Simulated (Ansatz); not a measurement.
# The perfect Pt wire along [110], 9 atoms a period, part 2 of 2

What gap, if any, does the Pt wire along [110], 9 atoms a period have, and how many channels would it open?

Ansatz 0.2.0; DFT PBE, plane waves, PAW; relaxation of a wire's period; PAW set soft_1 (the session's first sound run).

So far: Set-up; Relaxing the period.

## (2) Relaxing the period (continued)

Relaxation path:

```
step  energy less that of the first step (eV)  largest force component (eV/Å)  pressure (GPa)  volume (Å³)
   1                                   0.0000                          1.4965           -3.98       513.67
   2                                  -0.9834                          0.7937            0.81       492.45
   3                                  -1.2594                          0.1049            0.37       485.31
   4                                  -1.2669                          0.0500           -0.08       486.89
   5                                  -1.2677                          0.0222           -0.02       486.65
   6                                  -1.2682                          0.0310            0.00       486.64
   7                                  -1.2689                          0.0369            0.00       486.63
   8                                  -1.2765                          0.0594            0.00       486.42
   9                                  -1.2938                          0.0781            0.01       485.78
  10                                  -1.3003                          0.1309            0.06       485.38
  11                                  -1.3128                          0.0077           -0.05       485.59
  12                                  -1.3134                          0.0065           -0.02       485.18
 13*                                  -1.3078                          0.0057           -0.01       485.18
```

Relaxation steps marked * repeat the geometry before them on a plane-wave basis chosen anew for their cell, so energy and pressure can jump there.

The run keeps the 8 symmetry operations that it works with, so distortions that break them were not tested.

```
cell as run  before  after  change
      c (Å)   2.807  2.651  -5.5 %
```

The atoms that moved most (Å, along periodic axes as changes of fractional coordinates times the final cell, across vacuum about the mean position):

```
atom      dx      dy     dz  length
 Pt4  -0.606   0.000  0.000   0.606
 Pt1   0.606   0.000  0.000   0.606
 Pt7  -0.168  -0.314  0.000   0.356
 Pt8  -0.168   0.314  0.000   0.356
 Pt5   0.168  -0.314  0.000   0.356
 Pt6   0.168   0.314  0.000   0.356
 Pt9   0.000  -0.335  0.000   0.335
 Pt2   0.000   0.335  0.000   0.335
```

The relaxed structure:

```cif
data_structure
_symmetry_space_group_name_H-M 'P 1'
_symmetry_Int_Tables_number 1
_cell_length_a 14.7400
_cell_length_b 12.4140
_cell_length_c 2.6515
_cell_angle_alpha 90.000
_cell_angle_beta 90.000
_cell_angle_gamma 90.000
_cell_volume 485.18
loop_
_atom_site_label
_atom_site_type_symbol
_atom_site_fract_x
_atom_site_fract_y
_atom_site_fract_z
_atom_site_occupancy
Pt1 Pt 0.27175 0.50002 0.00000 1
Pt2 Pt 0.50000 0.75312 0.00000 1
Pt3 Pt 0.50000 0.50002 0.00000 1
Pt4 Pt 0.72825 0.50002 0.00000 1
Pt5 Pt 0.37673 0.36165 0.50000 1
Pt6 Pt 0.37673 0.63838 0.50000 1
Pt7 Pt 0.62327 0.36165 0.50000 1
Pt8 Pt 0.62327 0.63838 0.50000 1
Pt9 Pt 0.50000 0.24691 0.00000 1
```

This step gave:

- energy at zero smearing: -112715.0044 eV
- cell length along the wire: 2.651 Å

The cell's length comes to 2.651 Å with spin left out.

## (3) Bands of the perfect wire

This step: DFT PBE, plane waves, PAW; bands of a perfect wire; PAW set soft_1 (Ansatz 0.2.0).

At the relaxed period the bands are computed along the axis; those that cross an energy going forward count the channels that a perfect wire would open there.

input.yaml

```yaml
crystal:
  lattice:
    - [14.74, 0.0, 0.0]
    - [0.0, 12.414, 0.0]
    - [0.0, 0.0, 2.651490413]
  atoms:
    - { symbol: Pt, position: [0.27175207, 0.500017232, 0.0] }
    - { symbol: Pt, position: [0.5, 0.753120702, 0.0] }
    - { symbol: Pt, position: [0.5, 0.500017232, 0.0] }
    - { symbol: Pt, position: [0.72824793, 0.500017232, 0.0] }
    - { symbol: Pt, position: [0.376726849, 0.361654185, 0.5] }
    - { symbol: Pt, position: [0.376726849, 0.638380279, 0.5] }
    - { symbol: Pt, position: [0.623273151, 0.361654185, 0.5] }
    - { symbol: Pt, position: [0.623273151, 0.638380279, 0.5] }
    - { symbol: Pt, position: [0.5, 0.246913762, 0.0] }
kpoints:
  mp_grid: { grid: [1, 1, 31] }
  band_path: { path: ["Γ", Z], npoints: 90 }
scf:
  occupations: { method: fermi_dirac, width: 0.05 }
hamiltonian:
  xc: pbe
  pseudopotentials: { kind: paw, azcp: { folder: soft_1 } }
output:
  dos: { e_range: [-5, 4] }
  write_potential: true
  write_density: true
  volumetric_format: npy
```

Started as:

```sh
$ ansatz run input.yaml --threads 4 --pin off --max-ram 16384MiB --backend cpu --events-out ev --progress --plain --runs-dir out
```

Numbers of over 12 decimals in the logs are rounded to 6 here.

What it wrote:

```text
[...]
Crystal: 9 atoms, lattice volume = 485.176 Å³
Basis set: ecut = 420 eV, 9533 PW (Γ)
Bands: 98, of which v1, the nominal top of the filled ones, is band 81 counted from 1 (80 counted from 0)
Symmetry: 8 space group operations
[...]
k-points: 16 of 31
[...]
SCF iter   1: F=—  HF=-112717.918298 eV  |F-HF|=—  |Δ(HF+E_count)|=         —  Δρ=4.66e-2  dr2=9.84e0  ethr=3.10e-3  ⟨swp⟩=7.8  Hψ=6368  notcnv=0  defer=27
[...]
SCF iter  12: F=-112715.071245 eV  HF=-112715.071245 eV  |F-HF|=1.50e-8  |Δ(HF+E_count)|=   1.37e-8  Δρ=1.34e-6  dr2=2.26e-8  ethr=6.17e-11  ⟨swp⟩=13.7  Hψ=4205  notcnv=0
SCF 1 converged in 12 iterations: F = -112715.071245 eV  dr2 = 2.26e-8
[...]
NSCF: frozen V_eff on 91 k-points
WARN: The output density's exchange-correlation potential varies sharply where the density is thin. Do not read a vacuum level from v_tot or v_xc, or from such a field of the output density. On a cell that repeats whose density bears no net charge and no dipole along the vacuum's axis use v_es (v_loc + v_h of the components); under efield.dipole_correction with no amplitude use v_es + v_field, which holds any externa [...]
SCF converged after 12 iterations
Free energy (F): -112715.071245 eV
[...]
Internal energy: -112714.920419 eV  (E = F + TS)
E sigma→0 (E₀):  -112714.995832 eV
Entropy (-TS):   -0.150827 eV (-16.759 meV/atom)
Fermi energy:    2.534755 eV
[...]
--- Band table (eV; the first three rows and the last of 16) ---
  k-point 0: bands = [... 77 lower, 1.9514, 2.1369, 2.2821, 2.4583, 2.6273, 2.6883, 2.9108, 3.0797, ... 13 higher]
  k-point 1: bands = [... 77 lower, 2.0239, 2.0257, 2.3321, 2.5873, 2.6099, 2.6446, 2.8537, 2.8766, ... 13 higher]
  k-point 2: bands = [... 77 lower, 1.9048, 2.2961, 2.4559, 2.4644, 2.5198, 2.5588, 2.5817, 2.8264, ... 13 higher]
  k-point 15: bands = [... 77 lower, 2.7312, 2.7401, 2.9447, 3.0920, 4.8606, 5.2672, 5.2890, 5.4228, ... 13 higher]
```

The job ended after 65 s (4 threads of Arm Neoverse V1, shared host; peak memory 2.4 GiB).

Numbers from this step:

| Quantity | Value |
| --- | --- |
| energy at zero smearing | -112714.9958 eV |
| band gap | 0 eV |

The electronic bands at the labelled points (eV, zero at the Fermi level):

```
  point  band 80  band 81  band 82  band 83  band 84  band 85  band 86  band 87
      Γ    -0.25    -0.08     0.09     0.15     0.38     0.54     0.60     0.63
halfway    -0.55    -0.27    -0.23    -0.23     0.14     0.20     1.59     1.84
      Z     0.42     0.57     2.37     2.96     2.98     3.13     3.28     3.47
```

Between Γ and Z the bands cross the Fermi level 13 times, so a perfect wire would conduct at least 13 G₀, with spin left out.

## (4) Summary of results

* cell length, PBE: 2.651 Å
* ballistic conductance by band crossings, a lower bound, PBE: 13 G₀

Under PBE the cell's length is 2.65 Å, and the bands cross the Fermi level 13 times between Γ and Z, which gives a perfect wire at least 13 G₀ (opposite crossings within one step of the path cancel in such a count). No spin was allowed, though thin wires with open d shells can turn magnetic. Spin-orbit coupling is left out, which matters for the bands of heavy atoms.

[Logs are printed without paths, hosts, clocks, repeated set-up lines and the standing remarks that a program may print on its own settings, such as how far it seeks lower states.]

[Hosts, paths, dates, database ids (printed as entryN), source tags and the programs' standing remarks are cut or masked in the printed files.]
